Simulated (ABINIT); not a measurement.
# A GW chain in ABINIT: SnO2 (Cassiterite), part 2 of 3

Aim: the G0W0 gap of SnO2 (Cassiterite) on LDA, step by step.

ABINIT 10.8.3; LDA and many-body steps on it, plane waves. Known limits of the many-body steps: not at the basis limit; no spin-orbit coupling; coarse k mesh.

So far. Step 2 (Ground state): The gap is direct, at Γ.

### Step 3. Bands along the symmetry lines

Level of this step: DFT, LDA, plane waves, norm-conserving pseudopotentials (ABINIT).

Levels along a band path, at the cheap level, show where the edges lie and whether the meshes to come will hold them.

File run.abi:

```
acell 3*1.0 Angstrom
rprim 
  4.738000000000 0.000000000000 0.000000000000
  0.000000000000 4.738000000000 0.000000000000
  0.000000000000 0.000000000000 3.186500000000
ntypat 2
znucl 50 8
natom 6
typat 1 1 2 2 2 2
xred 
  0.000000000000 0.000000000000 0.000000000000
  0.500000000000 0.500000000000 0.500000000000
  0.307100000000 0.307100000000 0.000000000000
  0.192900000000 0.807100000000 0.500000000000
  0.692900000000 0.692900000000 0.000000000000
  0.807100000000 0.192900000000 0.500000000000
pp_dirpath "pseudos"
pseudos "Sn.upf, O.upf"
ecut 42
iscf -2
irdden 1
kptopt 0
nkpt 75
kpt 
  0.00000000 0.00000000 0.00000000
  0.00000000 0.06250000 0.00000000
  0.00000000 0.12500000 0.00000000
  0.00000000 0.18750000 0.00000000
  0.00000000 0.25000000 0.00000000
  0.00000000 0.31250000 0.00000000
  0.00000000 0.37500000 0.00000000
  0.00000000 0.43750000 0.00000000
  0.00000000 0.50000000 0.00000000
  0.06250000 0.50000000 0.00000000
  0.12500000 0.50000000 0.00000000
  0.18750000 0.50000000 0.00000000
  0.25000000 0.50000000 0.00000000
  0.31250000 0.50000000 0.00000000
  0.37500000 0.50000000 0.00000000
  0.43750000 0.50000000 0.00000000
  0.50000000 0.50000000 0.00000000
  0.43750000 0.43750000 0.00000000
  0.37500000 0.37500000 0.00000000
  0.31250000 0.31250000 0.00000000
  0.25000000 0.25000000 0.00000000
  0.18750000 0.18750000 0.00000000
  0.12500000 0.12500000 0.00000000
  0.06250000 0.06250000 0.00000000
  0.00000000 0.00000000 0.00000000
  0.00000000 0.00000000 0.06250000
  0.00000000 0.00000000 0.12500000
  0.00000000 0.00000000 0.18750000
  0.00000000 0.00000000 0.25000000
  0.00000000 0.00000000 0.31250000
  0.00000000 0.00000000 0.37500000
  0.00000000 0.00000000 0.43750000
  0.00000000 0.00000000 0.50000000
  0.00000000 0.06250000 0.50000000
  0.00000000 0.12500000 0.50000000
  0.00000000 0.18750000 0.50000000
  0.00000000 0.25000000 0.50000000
  0.00000000 0.31250000 0.50000000
  0.00000000 0.37500000 0.50000000
  0.00000000 0.43750000 0.50000000
  0.00000000 0.50000000 0.50000000
  0.06250000 0.50000000 0.50000000
  0.12500000 0.50000000 0.50000000
  0.18750000 0.50000000 0.50000000
  0.25000000 0.50000000 0.50000000
  0.31250000 0.50000000 0.50000000
  0.37500000 0.50000000 0.50000000
  0.43750000 0.50000000 0.50000000
  0.50000000 0.50000000 0.50000000
  0.43750000 0.43750000 0.50000000
  0.37500000 0.37500000 0.50000000
  0.31250000 0.31250000 0.50000000
  0.25000000 0.25000000 0.50000000
  0.18750000 0.18750000 0.50000000
  0.12500000 0.12500000 0.50000000
  0.06250000 0.06250000 0.50000000
  0.00000000 0.00000000 0.50000000
  0.00000000 0.50000000 0.00000000
  0.00000000 0.50000000 0.06250000
  0.00000000 0.50000000 0.12500000
  0.00000000 0.50000000 0.18750000
  0.00000000 0.50000000 0.25000000
  0.00000000 0.50000000 0.31250000
  0.00000000 0.50000000 0.37500000
  0.00000000 0.50000000 0.43750000
  0.00000000 0.50000000 0.50000000
  0.50000000 0.50000000 0.00000000
  0.50000000 0.50000000 0.06250000
  0.50000000 0.50000000 0.12500000
  0.50000000 0.50000000 0.18750000
  0.50000000 0.50000000 0.25000000
  0.50000000 0.50000000 0.31250000
  0.50000000 0.50000000 0.37500000
  0.50000000 0.50000000 0.43750000
  0.50000000 0.50000000 0.50000000
istwfk *1
nband 46
nbdbuf 7
tolwfr 1e-07
nstep 50
prtwf 0
prtvol 0
indata_prefix "in"
outdata_prefix "out"
tmpdata_prefix "tmp"
```

The run is started by

```console
OMP_NUM_THREADS=1 mpirun -n 4 abinit run.abi > log
```

Numbers of over 12 decimals in the logs are rounded to 6 here.

The program printed:

```text
.Version 10.8.3 of ABINIT. v10.8.2 released Aug 2026.

 Symmetries : space group P4_2/m n m (#136); Bravais tP (primitive tetrag.)
[... echo of the input left out ...]
== DATASET  1 ==================================================================
-   mpi_nproc: 4, omp_nthreads: 1 (-1 if OMP is not activated)

--- !DatasetInfo
iteration_state: {dtset: 1, }
dimensions: {natom: 6, nkpt: 75, mband: 46, nsppol: 1, nspinor: 1, nspden: 1, mpw: 6320, }
cutoff_energies: {ecut:  42.0, pawecutdg:  -1.0, }
electrons: {nelect:   6.80000000E+01, charge:   0.00000000E+00, occopt:   1.00000000E+00, tsmear:   1.00000000E-02, }

 Real(R)+Recip(G) space primitive vectors, cartesian coordinates (Bohr,Bohr^-1):
 R(1)=  8.9535224  0.0000000  0.0000000  G(1)=  0.1116879  0.0000000  0.0000000
 R(2)=  0.0000000  8.9535224  0.0000000  G(2)=  0.0000000  0.1116879  0.0000000
 R(3)=  0.0000000  0.0000000  6.0216123  G(3)=  0.0000000  0.0000000  0.1660685
 Unit cell volume ucvol=  4.8272594E+02 bohr^3
 Angles (23,13,12)=  9.00000000E+01  9.00000000E+01  9.00000000E+01 degrees

 getcut: wavevector=  0.0000  0.0000  0.0000  ngfft=  54  54  36
         ecut(hartree)=     42.000   => boxcut(ratio)=   2.04927

--- Pseudopotential description ------------------------------------------------
- Sn Generated using ONCVPSP code by D. R. Hamann
- 50.00000  22.00000  180309                  znucl, zion, pspdat
12 -1012 2 -1 1608                            pspcod,pspxc,lmax,lloc,mmax
     nproj     2     2     2
  pspatm : epsatm=   27.51067946
         --- l  ekb(1:nproj) -->
             0    9.730369   -0.593632
             1    3.965824   -0.290188
             2   -2.469055   -0.630375
 pspatm: atomic psp has been read  and splines computed

- O Generated using ONCVPSP code by D. R. Hamann
-  8.00000   6.00000  201201                  znucl, zion, pspdat
12 -1012 2 -1 926                             pspcod,pspxc,lmax,lloc,mmax
     nproj     2     2     1
  pspatm : epsatm=    6.24525921
         --- l  ekb(1:nproj) -->
[...]
2   -1.033686
 pspatm: atomic psp has been read  and splines computed

--------------------------------------------------------------------------------

================================================================================
 prteigrs : about to open file out_EIG
 Non-SCF case, kpt    1 (  0.00000  0.00000  0.00000), residuals and eigenvalues=
  3.01E-08  9.00E-08  2.36E-08  9.04E-08  2.53E-08  2.42E-08  2.05E-08  3.54E-08
  8.09E-08  7.86E-09  2.31E-08  1.31E-08  2.51E-08  3.07E-08  2.89E-08  9.07E-09
  1.11E-08  2.70E-08  2.27E-08  2.81E-08  8.88E-08  4.02E-08  6.16E-08  3.31E-08
[...]
4.98E-08  3.36E-07  1.43E-07  1.38E-07  2.54E-05  6.57E-06
 -4.4485E+00 -4.4485E+00 -2.8300E+00 -2.8300E+00 -2.8285E+00 -2.8285E+00
 -2.8285E+00 -2.8285E+00 -5.3875E-01 -5.1202E-01 -5.0113E-01 -5.0067E-01
[...]
6.8579E-01  6.9039E-01  7.7586E-01  8.4355E-01
[...]
Non-SCF case, kpt   74 (  0.50000  0.50000  0.43750), residuals and eigenvalues=
[...]
Non-SCF case, kpt   75 (  0.50000  0.50000  0.50000), residuals and eigenvalues=
[...]
--- !ResultsGS
iteration_state: {dtset: 1, }
comment   : Summary of ground state results
lattice_vectors:
- [  8.9535224,   0.0000000,   0.0000000, ]
- [  0.0000000,   8.9535224,   0.0000000, ]
- [  0.0000000,   0.0000000,   6.0216123, ]
lattice_lengths: [   8.95352,    8.95352,    6.02161, ]
lattice_angles: [ 90.000,  90.000,  90.000, ] # degrees, (23, 13, 12)
lattice_volume:   4.8272594E+02
convergence: {deltae:  0.000E+00, res2:  0.000E+00, residm:  9.989E-08, diffor:  0.000E+00, }
etotal    :  -5.09143663E+02
entropy   :   0.00000000E+00
fermie    :   2.34361684E-01
cartesian_stress_tensor: null
pressure_GPa: null
xred      :
- [  0.0000E+00,   0.0000E+00,   0.0000E+00, Sn]
- [  5.0000E-01,   5.0000E-01,   5.0000E-01, Sn]
- [  3.0710E-01,   3.0710E-01,   0.0000E+00,  O]
- [  1.9290E-01,   8.0710E-01,   5.0000E-01,  O]
- [  6.9290E-01,   6.9290E-01,   0.0000E+00,  O]
- [  8.0710E-01,   1.9290E-01,   5.0000E-01,  O]
cartesian_forces: null
force_length_stats: {min: null, max: null, mean: null, }

 Integrated electronic density in atomic spheres:
 ------------------------------------------------
 Atom  Sphere_radius  Integrated_density
[...]
================================================================================

 ----iterations are completed or convergence reached----

 Mean square residual over all n,k,spin=   40.233E-09; max=  99.888E-09
 reduced coordinates (array xred) for    6 atoms
[...]
0.692900000000      0.692900000000      0.000000000000
       0.807100000000      0.192900000000      0.500000000000

 cartesian coordinates (angstrom) at end:
[...]
5      3.282960     3.282960     0.000000
    6      3.824040     0.913960     1.593250
 length scales=  1.889726125908  1.889726125908  1.889726125908 bohr
              =  1.000000000000  1.000000000000  1.000000000000 angstroms
 prteigrs : about to open file out_EIG
 Eigenvalues (hartree) for nkpt=  75  k points:
 kpt#   1, nband= 46, wtk=  1.00000, kpt=  0.0000  0.0000  0.0000 (reduced coord)
[...]
kpt#   2, nband= 46, wtk=  1.00000, kpt=  0.0000  0.0625  0.0000 (reduced coord)
[...]
kpt#   3, nband= 46, wtk=  1.00000, kpt=  0.0000  0.1250  0.0000 (reduced coord)
[...]
kpt#  74, nband= 46, wtk=  1.00000, kpt=  0.5000  0.5000  0.4375 (reduced coord)
[...]
0.63542    0.63542    0.70937    0.70937    0.79024    0.79361
 kpt#  75, nband= 46, wtk=  1.00000, kpt=  0.5000  0.5000  0.5000 (reduced coord)
[...]
0.04536    0.04536    0.13847    0.13847    0.14260    0.14260    0.19786    0.19786
   0.20358    0.20358    0.40717    0.40717    0.55158    0.55158    0.63037    0.63037
   0.63686    0.63686    0.71011    0.71011    0.78797    0.79275

== END DATASET(S) ==============================================================
================================================================================

 -outvars: echo values of variables after computation  --------
            nband          46
             nkpt          75
          spgroup         136
 [... the other variables as echoed above ...]

 Calculation completed.
```

The job ended after 87 s (4 MPI ranks of Arm Neoverse V1, shared host; peak memory 0.6 GiB; 5.8 min of CPU time).

This step gave:

- gap: 1.138 eV
- k of the valence top: 0, 0, 0
- k of the conduction bottom: 0, 0, 0
- least direct gap: 1.138 eV

The gap is 1.138 eV, as in the run before at this level.

The electronic bands at the labelled points (eV, zero at the top of the highest filled band):

| point | band 31 | band 32 | band 33 | band 34 | band 35 | band 36 | band 37 | band 38 |
| --- | --- | --- | --- | --- | --- | --- | --- | --- |
| Γ | -1.28 | -0.79 | -0.79 | 0.00 | 1.14 | 5.88 | 6.13 | 6.13 |
| halfway | -1.26 | -1.24 | -0.75 | -0.29 | 2.43 | 5.48 | 6.38 | 6.54 |
| X | -1.23 | -1.23 | -0.65 | -0.65 | 4.27 | 4.27 | 6.85 | 6.85 |
| halfway | -1.29 | -1.29 | -0.78 | -0.78 | 4.45 | 4.45 | 7.09 | 7.09 |
| M | -1.36 | -1.36 | -0.91 | -0.91 | 4.63 | 4.63 | 7.31 | 7.31 |
| halfway | -1.32 | -1.23 | -0.84 | -0.49 | 3.19 | 5.21 | 6.72 | 6.86 |
| Γ | -1.28 | -0.79 | -0.79 | 0.00 | 1.14 | 5.88 | 6.13 | 6.13 |
| halfway | -2.58 | -0.86 | -0.86 | -0.51 | 3.69 | 6.69 | 8.21 | 8.21 |
| Z | -1.69 | -1.69 | -1.28 | -1.28 | 6.00 | 6.00 | 9.53 | 9.53 |
| halfway | -1.45 | -1.45 | -1.15 | -1.15 | 6.10 | 6.10 | 8.61 | 8.61 |
| R | -1.11 | -1.11 | -0.74 | -0.74 | 6.26 | 6.26 | 7.87 | 7.87 |
| halfway | -1.05 | -1.05 | -0.99 | -0.99 | 5.30 | 5.30 | 8.48 | 8.48 |
| A | -0.99 | -0.99 | -0.84 | -0.84 | 4.70 | 4.70 | 8.63 | 8.63 |
| halfway | -1.30 | -1.27 | -1.05 | -1.04 | 5.48 | 6.00 | 7.82 | 9.67 |
| Z | -1.69 | -1.69 | -1.28 | -1.28 | 6.00 | 6.00 | 9.53 | 9.53 |
| jump to X | -1.23 | -1.23 | -0.65 | -0.65 | 4.27 | 4.27 | 6.85 | 6.85 |
| halfway | -1.33 | -1.33 | -0.84 | -0.84 | 5.39 | 5.39 | 8.53 | 8.53 |
| R | -1.11 | -1.11 | -0.74 | -0.74 | 6.26 | 6.26 | 7.87 | 7.87 |
| jump to M | -1.36 | -1.36 | -0.91 | -0.91 | 4.63 | 4.63 | 7.31 | 7.31 |
| halfway | -0.89 | -0.89 | -0.87 | -0.87 | 4.96 | 4.96 | 8.59 | 8.59 |
| A | -0.99 | -0.99 | -0.84 | -0.84 | 4.70 | 4.70 | 8.63 | 8.63 |

### Step 4. Empty states on the mesh, 2×2×4 mesh, 159 bands

The sums over transitions need many empty states on a uniform mesh; this step solves for them.

File run.abi:

```
acell 3*1.0 Angstrom
rprim 
  4.738000000000 0.000000000000 0.000000000000
  0.000000000000 4.738000000000 0.000000000000
  0.000000000000 0.000000000000 3.186500000000
ntypat 2
znucl 50 8
natom 6
typat 1 1 2 2 2 2
xred 
  0.000000000000 0.000000000000 0.000000000000
  0.500000000000 0.500000000000 0.500000000000
  0.307100000000 0.307100000000 0.000000000000
  0.192900000000 0.807100000000 0.500000000000
  0.692900000000 0.692900000000 0.000000000000
  0.807100000000 0.192900000000 0.500000000000
pp_dirpath "pseudos"
pseudos "Sn.upf, O.upf"
ecut 42
ngkpt 2 2 4
nshiftk 1
shiftk 0 0 0
kptopt 1
chksymbreak 0
iscf -2
irdden 1
istwfk *1
nband 159
nbdbuf 14
tolwfr 1e-09
nstep 60
prtvol 0
indata_prefix "in"
outdata_prefix "out"
tmpdata_prefix "tmp"
```

The program printed:

```text
.Version 10.8.3 of ABINIT. v10.8.2 released Aug 2026.

 Symmetries : space group P4_2/m n m (#136); Bravais tP (primitive tetrag.)
[... echo of the input left out ...]
== DATASET  1 ==================================================================
-   mpi_nproc: 4, omp_nthreads: 1 (-1 if OMP is not activated)

--- !DatasetInfo
iteration_state: {dtset: 1, }
dimensions: {natom: 6, nkpt: 9, mband: 159, nsppol: 1, nspinor: 1, nspden: 1, mpw: 6312, }
cutoff_energies: {ecut:  42.0, pawecutdg:  -1.0, }
electrons: {nelect:   6.80000000E+01, charge:   0.00000000E+00, occopt:   1.00000000E+00, tsmear:   1.00000000E-02, }

 Real(R)+Recip(G) space primitive vectors, cartesian coordinates (Bohr,Bohr^-1):
 R(1)=  8.9535224  0.0000000  0.0000000  G(1)=  0.1116879  0.0000000  0.0000000
 R(2)=  0.0000000  8.9535224  0.0000000  G(2)=  0.0000000  0.1116879  0.0000000
 R(3)=  0.0000000  0.0000000  6.0216123  G(3)=  0.0000000  0.0000000  0.1660685
 Unit cell volume ucvol=  4.8272594E+02 bohr^3
 Angles (23,13,12)=  9.00000000E+01  9.00000000E+01  9.00000000E+01 degrees

 getcut: wavevector=  0.0000  0.0000  0.0000  ngfft=  54  54  36
         ecut(hartree)=     42.000   => boxcut(ratio)=   2.04927

--- Pseudopotential description ------------------------------------------------
- Sn Generated using ONCVPSP code by D. R. Hamann
- 50.00000  22.00000  180309                  znucl, zion, pspdat
12 -1012 2 -1 1608                            pspcod,pspxc,lmax,lloc,mmax
     nproj     2     2     2
  pspatm : epsatm=   27.51067946
         --- l  ekb(1:nproj) -->
             0    9.730369   -0.593632
             1    3.965824   -0.290188
             2   -2.469055   -0.630375
 pspatm: atomic psp has been read  and splines computed

- O Generated using ONCVPSP code by D. R. Hamann
-  8.00000   6.00000  201201                  znucl, zion, pspdat
12 -1012 2 -1 926                             pspcod,pspxc,lmax,lloc,mmax
     nproj     2     2     1
  pspatm : epsatm=    6.24525921
         --- l  ekb(1:nproj) -->
[...]
2   -1.033686
 pspatm: atomic psp has been read  and splines computed

--------------------------------------------------------------------------------

================================================================================
 prteigrs : about to open file out_EIG
 Non-SCF case, kpt    1 (  0.00000  0.00000  0.00000), residuals and eigenvalues=
  6.85E-10  5.95E-10  5.43E-10  7.32E-10  7.85E-10  6.51E-10  4.97E-10  8.60E-10
  9.79E-10  1.10E-10  8.45E-10  7.76E-11  1.63E-10  8.72E-11  7.49E-11  5.61E-10
  6.04E-10  8.89E-10  5.30E-10  2.39E-10  2.88E-10  1.34E-10  7.42E-10  6.90E-11
[...]
5.53E-07  4.40E-06  2.82E-06  5.03E-05  1.67E-04  1.21E-04  1.17E-03
 -4.4485E+00 -4.4485E+00 -2.8300E+00 -2.8300E+00 -2.8285E+00 -2.8285E+00
 -2.8285E+00 -2.8285E+00 -5.3875E-01 -5.1202E-01 -5.0113E-01 -5.0067E-01
 -5.0067E-01 -4.9679E-01 -4.9538E-01 -4.9200E-01 -4.9130E-01 -4.9130E-01
[...]
2.7676E+00  2.7879E+00  2.8071E+00  2.8212E+00  2.8212E+00  2.8842E+00
  2.9018E+00  2.9119E+00  2.9119E+00  2.9405E+00  2.9532E+00  2.9975E+00
[...]
prteigrs : prtvol=0 or 1, do not print more k-points.

--- !ResultsGS
iteration_state: {dtset: 1, }
comment   : Summary of ground state results
lattice_vectors:
- [  8.9535224,   0.0000000,   0.0000000, ]
- [  0.0000000,   8.9535224,   0.0000000, ]
- [  0.0000000,   0.0000000,   6.0216123, ]
lattice_lengths: [   8.95352,    8.95352,    6.02161, ]
lattice_angles: [ 90.000,  90.000,  90.000, ] # degrees, (23, 13, 12)
lattice_volume:   4.8272594E+02
convergence: {deltae:  0.000E+00, res2:  0.000E+00, residm:  9.987E-10, diffor:  0.000E+00, }
etotal    :  -5.09143663E+02
entropy   :   0.00000000E+00
fermie    :   2.34361684E-01
cartesian_stress_tensor: null
pressure_GPa: null
xred      :
- [  0.0000E+00,   0.0000E+00,   0.0000E+00, Sn]
- [  5.0000E-01,   5.0000E-01,   5.0000E-01, Sn]
- [  3.0710E-01,   3.0710E-01,   0.0000E+00,  O]
- [  1.9290E-01,   8.0710E-01,   5.0000E-01,  O]
- [  6.9290E-01,   6.9290E-01,   0.0000E+00,  O]
- [  8.0710E-01,   1.9290E-01,   5.0000E-01,  O]
cartesian_forces: null
force_length_stats: {min: null, max: null, mean: null, }

 Integrated electronic density in atomic spheres:
 ------------------------------------------------
 Atom  Sphere_radius  Integrated_density
[...]
================================================================================

 ----iterations are completed or convergence reached----

 Mean square residual over all n,k,spin=   44.492E-11; max=  99.866E-11
 reduced coordinates (array xred) for    6 atoms
[...]
0.692900000000      0.692900000000      0.000000000000
       0.807100000000      0.192900000000      0.500000000000

 cartesian coordinates (angstrom) at end:
    1      0.000000     0.000000     0.000000
    2      2.369000     2.369000     1.593250
    3      1.455040     1.455040     0.000000
    4      0.913960     3.824040     1.593250
    5      3.282960     3.282960     0.000000
    6      3.824040     0.913960     1.593250
 length scales=  1.889726125908  1.889726125908  1.889726125908 bohr
              =  1.000000000000  1.000000000000  1.000000000000 angstroms
 prteigrs : about to open file out_EIG
 Eigenvalues (hartree) for nkpt=   9  k points:
 kpt#   1, nband=159, wtk=  0.06250, kpt=  0.0000  0.0000  0.0000 (reduced coord)
[...]
2.65422    2.67027    2.67027    2.69175    2.73453    2.73453    2.75618    2.76556
   2.76756    2.78785    2.80711    2.82124    2.82124    2.88417    2.90180    2.91188
   2.91188    2.94048    2.95316    2.99751    2.99827    2.99975    3.00857
 prteigrs : prtvol=0 or 1, do not print more k-points.

== END DATASET(S) ==============================================================
================================================================================

 -outvars: echo values of variables after computation  --------
            nband         159
             nkpt           9
          spgroup         136
 [... the other variables as echoed above ...]

 Calculation completed.
```

The job ended after 1.7 min (4 MPI ranks; peak memory 0.43 GiB; 7 min of CPU time).

This step gave:

* gap: 1.138 eV
* k of the valence top: 0, 0, 0
* k of the conduction bottom: 0, 0, 0
* least direct gap: 1.138 eV
* k points computed: 9
* lowest point of the top converged band, above the valence top: 68.9319 eV

On this mesh the gap is 1.138 eV.

(Continued in part 3 of 3.)

[Paths, hosts, dates, memory and timing lines, banners, echoed tables and standing remarks are left out of the program output.]

[Logs are printed without paths, hosts, clocks, repeated set-up lines and the standing remarks that a program may print on its own settings, such as how far it seeks lower states.]

[Runs of the session that timed out or met a known fault of the program may be left out.]

[Hosts, paths, dates, database ids (printed as entryN), source tags and the programs' standing remarks are cut or masked in the printed files.]

[G0W0 gaps are taken among the corrected bands and points alone; a level outside them can change the order at an edge.]

[Where Ansatz stands beside ABINIT at settings called matched, ABINIT's density can come from a denser mesh and the files from another edition; pairs whose starting gaps differed by over 0.03 eV were left out, so agreement reads better than it is.]
